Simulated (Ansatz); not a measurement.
# LaGaO3 (R-3c): band gap by G0W0 on r2SCAN

How far does one-shot GW move the r2SCAN gap of LaGaO3 (R-3c)?

Method: r2SCAN, then G0W0 on it, plane waves, PAW, in Ansatz 0.2.0.

This is a report of a sequence of runs, with most program output left out.

In doubt: masses and optical values from hybrid runs of this build are listed as unsure (in some of the runs), which bears on the screening that GW takes from such a start.

## Step 1: Starting point

The structure is trigonal, space group R-3c (No. 167). Conventional cell: a = 5.543 Å, b = 5.543 Å, c = 13.433 Å, α = 90.00°, β = 90.00°, γ = 120.00°. Nearest to La lie 12 O at 2.47 to 3.08 Å. Ga has 6 O at 1.98 Å nearest. O has 2 Ga at 1.98 Å and 4 La at 2.47 to 3.08 Å nearest. Farther neighbours and most contacts between anions are not listed.

The cell and positions come from the Crystallography Open Database and are kept as given unless a step says otherwise. Spin-orbit coupling is left out unless a step names it.

The logs state that the PAW files were generated under PBE.

## Step 2: The r2SCAN band structure

Levels along a band path and on the mesh show where this functional puts the band edges.

This step: DFT, r2SCAN, plane waves, PAW; PAW set soft_1.

input.yaml reads:

```yaml
crystal:
  lattice:
    - [2.77145, 1.6000974035, 4.4776]
    - [-2.77145, 1.6000974035, 4.4776]
    - [0.0, -3.2001948071, 4.4776]
  atoms:
    - { symbol: La, position: [0.25, 0.25, 0.25] }
    - { symbol: La, position: [0.75, 0.75, 0.75] }
    - { symbol: Ga, position: [0.0, 0.0, 0.0] }
    - { symbol: Ga, position: [0.5, 0.5, 0.5] }
    - { symbol: O, position: [0.8048, 0.6952, 0.25] }
    - { symbol: O, position: [0.25, 0.8048, 0.6952] }
    - { symbol: O, position: [0.6952, 0.25, 0.8048] }
    - { symbol: O, position: [0.1952, 0.3048, 0.75] }
    - { symbol: O, position: [0.75, 0.1952, 0.3048] }
    - { symbol: O, position: [0.3048, 0.75, 0.1952] }
kpoints:
  mp_grid: { grid: [6, 6, 6] }
  band_path:
    path:
      - [[0.0, 0.0, 0.0], [0.5, 0.5, 0.5], [0.74819777, 0.25180223, 0.5]]
      - [[0.5, -0.25180223, 0.25180223], [0.5, 0.0, 0.0], [0.0, 0.0, 0.0], [0.37590111, -0.37590111, 0.0]]
      - [[0.62409889, 0.0, 0.37590111], [0.5, 0.0, 0.5], [0.0, 0.0, 0.0]]
    npoints: 10
hamiltonian:
  xc: r2scan
  pseudopotentials: { kind: paw, azcp: { folder: soft_1 } }
scf:
  occupations: { method: fermi_dirac, width: 0.02 }
  n_extra_bands: 7
output:
  eigenvalues: true
  write_density: true
  write_potential: true
  elf: true
  volumetric_format: npy
```

Command:

```
> ansatz run input.yaml --threads 4 --pin off --max-ram 138240MiB --backend cuda --events-out ev --progress --plain --runs-dir out --devices 1 --max-vram 26GiB
```

Elapsed: 11 s, on 1 × NVIDIA H100 80GB HBM3 (shared by 3 runs) with 4 threads of AMD EPYC 7R13 (Zen 3), shared host; peak memory 1.3 GiB.

Numbers from this step:

| Item | Value |
| --- | --- |
| filled bands | 42 |
| gap | 4.376 eV |
| valence top at | k = (0.338, -0.338, 0.000) |
| conduction bottom at | Γ |
| least direct gap | 4.523 eV |

Over mesh and path the gap is 4.376 eV, from k = (0.338, -0.338, 0.000) to k = Γ. The least direct gap found is 4.523 eV, at k = Γ.

The electronic bands at the labelled points (eV, zero at the top of the highest nominally filled band):

```
     point  band 39  band 40  band 41  band 42  band 43  band 44  band 45  band 46
         Γ    -0.29    -0.17    -0.17    -0.15     4.38     4.74     4.74     5.16
   halfway    -0.58    -0.57    -0.37    -0.37     4.97     4.97     5.17     5.17
         T    -0.53    -0.53    -0.53    -0.53     5.17     5.17     5.17     5.17
   halfway    -0.84    -0.84    -0.39    -0.39     5.11     5.11     5.17     5.17
        H2    -0.66    -0.66    -0.43    -0.43     5.10     5.10     5.17     5.17
jump to H0    -0.66    -0.66    -0.43    -0.43     5.10     5.10     5.17     5.17
   halfway    -0.83    -0.83    -0.18    -0.18     5.09     5.09     5.13     5.13
         L    -0.41    -0.41    -0.15    -0.15     5.07     5.07     5.11     5.11
   halfway    -0.41    -0.33    -0.20    -0.17     4.94     4.95     5.08     5.13
         Γ    -0.29    -0.17    -0.17    -0.15     4.38     4.74     4.74     5.16
   halfway    -0.59    -0.43    -0.36    -0.09     5.00     5.01     5.14     5.16
        S0    -0.84    -0.78    -0.67     0.00     5.07     5.09     5.13     5.22
jump to S2    -0.84    -0.78    -0.67     0.00     5.07     5.09     5.13     5.22
   halfway    -0.84    -0.83    -0.36    -0.01     5.07     5.09     5.11     5.24
         F    -0.86    -0.80    -0.23    -0.01     5.07     5.08     5.10     5.23
   halfway    -0.50    -0.49    -0.27    -0.13     4.98     5.04     5.12     5.13
         Γ    -0.29    -0.17    -0.17    -0.15     4.38     4.74     4.74     5.16
```

Electrostatic potential energy in the ac plane of the conventional cell at fractional y = 0.000, with atoms of La and Ga and O within 0.2 Å of it. With pseudopotentials it is smooth inside the atoms' cores, unlike the true potential.

Ten even steps from '_' (-26 eV) to '@' (19 eV), each cell a mean:
```
@@%%**%%@@@@%%%%%%@@%%%%####@@
**##%%%%@@%%%%%%%%%%====######
%%%%@@@@@@%%%%%%%%%%**++%%%%%%
####%%%%@@@@%%%%%%@@@@@@%%####
..::++##%%%%****%%@@@@%%**--..
==__::**%%--____==@@%%##==__::
::__::##%%==....**@@%%##==__..
::==**%%%%@@%%%%@@@@@@%%##++--
##%%%%@@@@@@%%%%%%@@%%%%%%%%%%
%%%%%%@@@@%%%%%%%%%%====##%%%%
##**##%%@@%%%%%%%%%%++++######
@@@@**%%@@@@%%%%%%@@@@%%##%%@@
@@%%**%%%%%%%%%%%%%%@@%%####@@
**####++--**%%%%%%%%@@@@%%####
%%%%%%**++##%%%%%%%%@@@@@@%%%%
####%%%%@@@@@@%%%%@@@@@@%%####
..::++##%%@@@@##**##%%%%**--..
==__::**%%@@##..__..**##==__::
::__::**%%@@%%--__::####==__..
::==**%%%%@@@@%%%%%%@@%%##++--
##%%%%%%%%@@%%%%%%%%@@@@%%%%%%
%%%%%%++--**%%%%%%%%@@@@@@%%%%
######**++##%%%%%%%%@@@@%%####
@@@@**%%@@@@%%%%%%@@@@%%##%%@@
```
Columns run along a (5.5 Å; values clipped at the 3rd and 97th percentile), rows up along c (13.4 Å), edges of the conventional cell, whose origin can differ from the input's. Atoms in or near the plane, at fractional coordinates: La at (0.00, 0.25), La at (0.00, 0.75), Ga at (0.00, 0.00), Ga at (0.00, 0.50), O at (0.55, 0.25), O at (0.45, 0.75).

ELF in the ac plane of the conventional cell at fractional y = 0.000, with atoms of La and Ga and O within 0.2 Å of it. It is the smooth field of the valence electrons, not physical close to the nuclei.

Values, 24 rows by 15 columns, each cell a mean:
```
0.05 0.10 0.14 0.15 0.11 0.06 0.03 0.04 0.17 0.43 0.55 0.51 0.30 0.15 0.06
0.12 0.14 0.23 0.37 0.33 0.13 0.04 0.06 0.31 0.70 0.81 0.79 0.66 0.31 0.13
0.06 0.09 0.21 0.34 0.29 0.11 0.04 0.05 0.24 0.62 0.79 0.80 0.68 0.33 0.08
0.29 0.21 0.11 0.09 0.08 0.12 0.17 0.16 0.11 0.21 0.41 0.44 0.28 0.20 0.27
0.74 0.74 0.49 0.13 0.27 0.59 0.70 0.68 0.52 0.23 0.07 0.09 0.39 0.72 0.77
0.22 0.58 0.74 0.30 0.53 0.79 0.59 0.63 0.79 0.56 0.12 0.20 0.75 0.80 0.37
0.40 0.67 0.71 0.26 0.48 0.78 0.69 0.72 0.76 0.49 0.10 0.17 0.70 0.82 0.52
0.72 0.63 0.34 0.08 0.18 0.43 0.56 0.54 0.35 0.15 0.11 0.12 0.26 0.56 0.70
0.14 0.11 0.10 0.15 0.12 0.08 0.08 0.08 0.11 0.34 0.58 0.61 0.42 0.18 0.13
0.08 0.12 0.25 0.39 0.34 0.13 0.04 0.06 0.28 0.68 0.82 0.81 0.72 0.37 0.11
0.11 0.14 0.20 0.30 0.26 0.11 0.04 0.06 0.28 0.66 0.78 0.75 0.58 0.25 0.13
0.02 0.07 0.14 0.12 0.11 0.08 0.05 0.03 0.11 0.29 0.37 0.34 0.21 0.12 0.03
0.04 0.10 0.22 0.43 0.55 0.51 0.29 0.07 0.03 0.05 0.09 0.14 0.14 0.13 0.06
0.12 0.19 0.52 0.76 0.80 0.78 0.50 0.13 0.04 0.07 0.24 0.38 0.30 0.17 0.12
0.06 0.18 0.55 0.78 0.81 0.73 0.41 0.09 0.04 0.06 0.21 0.35 0.28 0.14 0.07
0.29 0.22 0.21 0.38 0.46 0.31 0.13 0.13 0.17 0.14 0.09 0.09 0.09 0.16 0.27
0.75 0.77 0.57 0.19 0.06 0.13 0.39 0.63 0.70 0.66 0.44 0.12 0.30 0.67 0.76
0.23 0.64 0.84 0.46 0.07 0.34 0.74 0.74 0.54 0.73 0.73 0.27 0.58 0.73 0.34
0.41 0.72 0.82 0.39 0.06 0.29 0.68 0.77 0.66 0.76 0.69 0.23 0.52 0.75 0.50
0.72 0.65 0.40 0.15 0.12 0.11 0.25 0.47 0.57 0.51 0.29 0.08 0.19 0.53 0.70
0.14 0.14 0.29 0.55 0.62 0.46 0.19 0.08 0.08 0.08 0.09 0.15 0.12 0.09 0.13
0.08 0.21 0.60 0.79 0.82 0.78 0.47 0.11 0.04 0.07 0.25 0.40 0.32 0.16 0.09
0.11 0.17 0.43 0.71 0.78 0.75 0.47 0.12 0.04 0.06 0.20 0.31 0.25 0.16 0.12
0.06 0.08 0.17 0.29 0.37 0.34 0.19 0.05 0.03 0.06 0.09 0.12 0.13 0.12 0.03
```
Columns run along a (5.5 Å), rows up along c (13.4 Å), edges of the conventional cell, whose origin can differ from the input's. Atoms in or near the plane, at fractional coordinates: La at (0.00, 0.25), La at (0.00, 0.75), Ga at (0.00, 0.00), Ga at (0.00, 0.50), O at (0.55, 0.25), O at (0.45, 0.75).

## Step 3: G0W0 on the 4×4×4 mesh

G0W0 replaces the xc potential by a self-energy built once from the orbitals of the start. Levels are corrected in the window of bands that the input names, at points of the mesh.

This step: G0W0 on r2SCAN, plane waves, PAW.

input.yaml reads:

```yaml
crystal:
  lattice:
    - [2.77145, 1.6000974035, 4.4776]
    - [-2.77145, 1.6000974035, 4.4776]
    - [0.0, -3.2001948071, 4.4776]
  atoms:
    - { symbol: La, position: [0.25, 0.25, 0.25] }
    - { symbol: La, position: [0.75, 0.75, 0.75] }
    - { symbol: Ga, position: [0.0, 0.0, 0.0] }
    - { symbol: Ga, position: [0.5, 0.5, 0.5] }
    - { symbol: O, position: [0.8048, 0.6952, 0.25] }
    - { symbol: O, position: [0.25, 0.8048, 0.6952] }
    - { symbol: O, position: [0.6952, 0.25, 0.8048] }
    - { symbol: O, position: [0.1952, 0.3048, 0.75] }
    - { symbol: O, position: [0.75, 0.1952, 0.3048] }
    - { symbol: O, position: [0.3048, 0.75, 0.1952] }
kpoints:
  mp_grid: { grid: [4, 4, 4] }
hamiltonian:
  xc: r2scan
  pseudopotentials: { kind: paw, source: ansatz }
scf:
  occupations: { method: fixed }
gw:
  n_empty_bands: 2003
  ecut_chi: 380
  qp_bands: [v3, c3]
  qp_kpoints: band_edges
  screening: { model: contour_deformation }
```

Run time: 7 min. Hardware: 1 × NVIDIA H100 80GB HBM3 (shared by 3 runs) with 4 threads; peak memory 16 GiB; 13 min of CPU time.

Numbers from this step:

```
bands summed                                    : 2053
RPA ε∞ on this mesh (eigenvalues)               : 4.237, 4.404, 4.404
plane waves in the screening matrix             : 2013
q-points in the mesh                            : 64
G0W0 gap over the corrected points              : 5.742 eV
k of the valence top                            : 0, -0.5, -0.5
k of the conduction bottom                      : 0, 0, 0
starting gap on the mesh                        : 4.369 eV
Z at the valence top                            : 0.7680
Z at the conduction bottom                      : 0.8297
least direct G0W0 gap over the corrected points : 5.865 eV
```

Over all 13 irreducible mesh points the G0W0 gap is 5.742 eV, from k = (0.000, -0.500, -0.500) to k = Γ. The r2SCAN gap of this run on the mesh is 4.369 eV. The two states that bound the G0W0 gap lie that far apart at the start, so the correction of the gap is 5.742 − 4.369 = +1.373 eV. The start of this run differs from the step before in mesh (6×6×6 and 4×4×4), files (soft_1 PAW and hard PAW) and plane-wave cutoff (500 eV and 1300 eV). The program marks 32 of the 78 corrected levels as in doubt (energies apart), neither edge state among them.

Labels follow the order of the start: v1 is the top filled band, c1 the lowest empty one; levels that stay degenerate share a row, the window can cut a multiplet, doubted levels are not marked in this list, bands outside the window were not corrected, and the list may be a part of the corrected levels. The levels before and after the correction (eV, zero at the valence-band top of each column):

```
           conduction bottom  valence top
Kohn-Sham               4.37         0.00
     G0W0               5.74         0.00
```

```
                      level  occupation  energy (eV)
Kohn-Sham           Γ v3-v2           2       -0.168
Kohn-Sham              Γ v1           2       -0.138
Kohn-Sham              Γ c1           0        4.369
Kohn-Sham           Γ c2-c3           0        4.751
Kohn-Sham  (0 -0.5 -0.5) v3           2       -0.794
Kohn-Sham  (0 -0.5 -0.5) v2           2       -0.231
Kohn-Sham  (0 -0.5 -0.5) v1           2        0.000
Kohn-Sham  (0 -0.5 -0.5) c1           0        5.110
Kohn-Sham  (0 -0.5 -0.5) c2           0        5.124
Kohn-Sham  (0 -0.5 -0.5) c3           0        5.140
     G0W0           Γ v3-v2           2       -0.188
     G0W0              Γ v1           2       -0.123
     G0W0              Γ c1           0        5.742
     G0W0           Γ c2-c3           0        6.880
     G0W0  (0 -0.5 -0.5) v3           2       -0.850
     G0W0  (0 -0.5 -0.5) v2           2       -0.252
     G0W0  (0 -0.5 -0.5) v1           2        0.000
     G0W0  (0 -0.5 -0.5) c1           0        9.320
     G0W0  (0 -0.5 -0.5) c2           0        9.328
     G0W0  (0 -0.5 -0.5) c3           0        9.332
```

The parts of the quasiparticle energy for the two states that bound the G0W0 gap, in eV on the run's own scale (QP = start + Σx + Σc − Vxc, with Σc at the quasiparticle energy):

```
             edge                        k  band   start       Σx      Σc      Vxc      Z      QP
      valence top  (0.000, -0.500, -0.500)    50  11.384  −26.292   3.886  −21.541  0.768  10.519
conduction bottom                        Γ    51  15.754  −13.225  −4.292  −18.024  0.830  16.261
```

## Step 4: Spin-orbit coupling in r2SCAN

This run has two-component orbitals with spin-orbit coupling.

This step: DFT, r2SCAN with spin-orbit coupling, plane waves, PAW; PAW set soft_1.

input.yaml: that of step 3 with these lines changed.

```diff
@@ -17,13 +17,29 @@
 kpoints:
-  mp_grid: { grid: [4, 4, 4] }
+  mp_grid: { grid: [6, 6, 6] }
+  band_path:
+    path:
+      - [0.0, 0.0, 0.0]
+      - [0.5, 0.5, 0.5]
+      - [0.74819777, 0.25180223, 0.5]
+      - [0.5, -0.25180223, 0.25180223]
+      - [0.5, 0.0, 0.0]
+      - [0.37590111, -0.37590111, 0.0]
+      - [0.62409889, 0.0, 0.37590111]
+      - [0.5, 0.0, 0.5]
+      - [0.338310999, -0.338310999, 0.0]
+    npoints: 1
 hamiltonian:
   xc: r2scan
-  pseudopotentials: { kind: paw, source: ansatz }
+  pseudopotentials: { kind: paw_fr, azcp: { folder: soft_1 } }
 scf:
   occupations: { method: fixed }
-gw:
-  n_empty_bands: 2003
-  ecut_chi: 380
-  qp_bands: [v3, c3]
-  qp_kpoints: band_edges
-  screening: { model: contour_deformation }
+  n_extra_bands: 14
+magnetization:
+  noncollinear: true
+  spin_orbit: true
+output:
+  eigenvalues: true
+  write_density: true
+  write_potential: true
+  elf: true
+  volumetric_format: npy
```

Elapsed: 16 s, on 1 × NVIDIA H100 80GB HBM3 (shared by 3 runs) with 4 threads; peak memory 1.7 GiB.

This step gave:

| Property | Result |
| --- | --- |
| gap | 4.377 eV |
| valence top at | k = (0.338, -0.338, 0.000) |
| conduction bottom at | Γ |
| least direct gap | 4.507 eV |

Over mesh and listed points the gap is 4.377 eV, from k = (0.338, -0.338, 0.000) to k = Γ. The least direct gap found is 4.507 eV, at k = Γ. r2SCAN+SOC against r2SCAN: 4.377 − 4.376 = +0.001 eV, with the same mesh, set of files (read in its fully relativistic form for the spin-orbit run) and cutoff, and both edges at the same k points. The spin-orbit run sees mesh and listed points alone, so its gap is an upper bound: the coupling can move an edge off these points, and the change over the zone, its sign included where it is small, is not known.

## Step 5: Side by side

Each gap is the least one over the points named; times are wall times on shared hosts, not benchmarks. A G0W0 time includes the run's own self-consistent start. Runs with listed points see these and the mesh alone, so an edge that moves elsewhere is missed. Rows marked * are further runs, not shown as steps, whose inputs differ from the G0W0 step on the same start in the columns given; solver thresholds can differ too.

```
       level   mesh       files, cutoff  bands summed, screening                          points  gap (eV)              valence top  conduction bottom  least direct gap (eV)     time
      r2SCAN  6×6×6  soft_1 PAW, 500 eV                        -                   mesh and path     4.376   (0.338, -0.338, 0.000)                  Γ                  4.523     11 s
  r2SCAN+SOC  6×6×6  soft_1 PAW, 500 eV                        -          mesh and listed points     4.377   (0.338, -0.338, 0.000)                  Γ                  4.507     16 s
G0W0@r2SCAN*  4×4×4   hard PAW, 1300 eV              362, 110 eV  all 13 irreducible mesh points     5.605  (0.000, -0.500, -0.500)                  Γ                  5.711     69 s
G0W0@r2SCAN*  4×4×4   hard PAW, 1300 eV              758, 190 eV  all 13 irreducible mesh points     5.665  (0.000, -0.500, -0.500)                  Γ                  5.783    2 min
G0W0@r2SCAN*  4×4×4   hard PAW, 1300 eV             1250, 270 eV  all 13 irreducible mesh points     5.704  (0.000, -0.500, -0.500)                  Γ                  5.825  3.7 min
 G0W0@r2SCAN  4×4×4   hard PAW, 1300 eV             2053, 380 eV  all 13 irreducible mesh points     5.742  (0.000, -0.500, -0.500)                  Γ                  5.865    7 min
G0W0@r2SCAN*  6×6×6   hard PAW, 1300 eV              362, 110 eV  all 32 irreducible mesh points     5.590   (0.000, 0.333, -0.333)                  Γ                  5.706  6.9 min
```

## Step 6: Outcome

```json
{
  "r2SCAN gap over mesh and path": "4.376 eV, from k = (0.338, -0.338, 0.000) to k = Γ",
  "G0W0@r2SCAN gap over all 13 irreducible mesh points": "5.742 eV, from k = (0.000, -0.500, -0.500) to k = Γ",
  "r2SCAN+SOC gap over mesh and listed points": "4.377 eV",
  "GW settings": "4×4×4 mesh, 2003 empty bands, screening to 380 eV, hard PAW files",
  "known limits": "finite bands, screening cutoff and k mesh; no spin-orbit coupling in G0W0; d shells not analysed"
}
```

**Reading.** Over all 13 irreducible mesh points the G0W0 gap is 5.742 eV, from k = (0.000, -0.500, -0.500) to k = Γ. The r2SCAN gap of this run on the mesh is 4.369 eV. The two states that bound the G0W0 gap lie that far apart at the start, so the correction of the gap is 5.742 − 4.369 = +1.373 eV. The valence state moves by 10.519 − 11.384 = −0.865 eV and the conduction state by 16.261 − 15.754 = +0.507 eV, on the run's own scale; with 362 bands the edge states move by −0.257 and +0.978 eV, so the split between the edges depends on the bands and cutoff. Over mesh and path, r2SCAN puts the valence top at k = (0.338, -0.338, 0.000), which is no corrected point. The start's gap on the mesh of the G0W0 run, 4.369 eV, is no wider than the 4.376 eV found there (the runs differ in mesh (6×6×6 and 4×4×4), files (soft_1 PAW and hard PAW) and plane-wave cutoff (500 eV and 1300 eV)), so it is not shown that this mesh misses an edge. Levels at other points were not corrected, so a lower G0W0 gap elsewhere in the zone is not ruled out. From 362 bands and 110 eV to 2053 bands and 380 eV the gap moves by 5.742 − 5.605 = +0.137 eV (rung by rung 5.605, 5.665, 5.704, 5.742 eV); bands and screening cutoff rise together, so their parts are not told apart. A line in one over the bands through the two highest rungs gives 5.742 + (5.742 − 5.704) × 1250 / (2053 − 1250) = 5.801 eV, and through the pair below 5.704 + (5.704 − 5.665) × 758 / (1250 − 758) = 5.764 eV. The two differ by 0.037 eV, not under the 0.030 eV asked, so the law does not hold well over these rungs and the limit is not known. With the 6×6×6 mesh in place of the 4×4×4 mesh and all else as in the G0W0@r2SCAN row with 362 bands, the gap differs by 5.590 − 5.605 = −0.015 eV, and that of the start by 4.363 − 4.369 = −0.006 eV; an edge lies at another k point, so this need not be the shift of one pair of states. G0W0 on other starts in this series, not shown as steps and not all at these settings: 6.167 eV on HSE06 (4×4×4, hard PAW, 758 bands, 190 eV) and 6.371 eV on PBE0 (4×4×4, hard PAW, 758 bands, 190 eV). r2SCAN+SOC against r2SCAN: 4.377 − 4.376 = +0.001 eV, with the same mesh, set of files (read in its fully relativistic form for the spin-orbit run) and cutoff, and both edges at the same k points. The spin-orbit run sees mesh and listed points alone, so its gap is an upper bound: the coupling can move an edge off these points, and the change over the zone, its sign included where it is small, is not known. What spin-orbit coupling does to the G0W0 levels was not computed, so no sum with the G0W0 gap is formed. For the G0W0 step: the program marks 32 of the 78 corrected levels as in doubt (energies apart), neither edge state among them. The G0W0 runs are scalar-relativistic. One-shot GW is known to converge slowly in bands for compounds with shallow d shells. The cell holds Ga; the filling of the d shell and its place against the gap were not analysed here. The cell holds La; where the f levels lie against the gap was not analysed here. G0W0 is shown with one set of atomic data (hard PAW), so the error from the files is not known here.

[Paths, hosts, dates, memory and timing lines, banners, echoed tables and standing remarks are left out of the program output.]

[Logs are printed without paths, hosts, clocks, repeated set-up lines and the standing remarks that a program may print on its own settings, such as how far it seeks lower states.]

[Runs of the session that timed out or met a known fault of the program may be left out.]

[Cells called generated may have been cut or substituted from an entry of the Crystallography Open Database or the Materials Project.]

[Hosts, paths, dates, database ids (printed as entryN), source tags and the programs' standing remarks are cut or masked in the printed files.]

[Where an RPA ε∞ is given, it is that of the G0W0 mesh and is not shown converged in it. Names of k-points follow the symmetry that the program found, which can be lower than the space group named. Band edges on a path are those of the sampled points; other points can move an edge, and change direct to indirect where valleys lie close.]

[Hybrid gaps are those of their k-mesh and are not shown converged in it.]
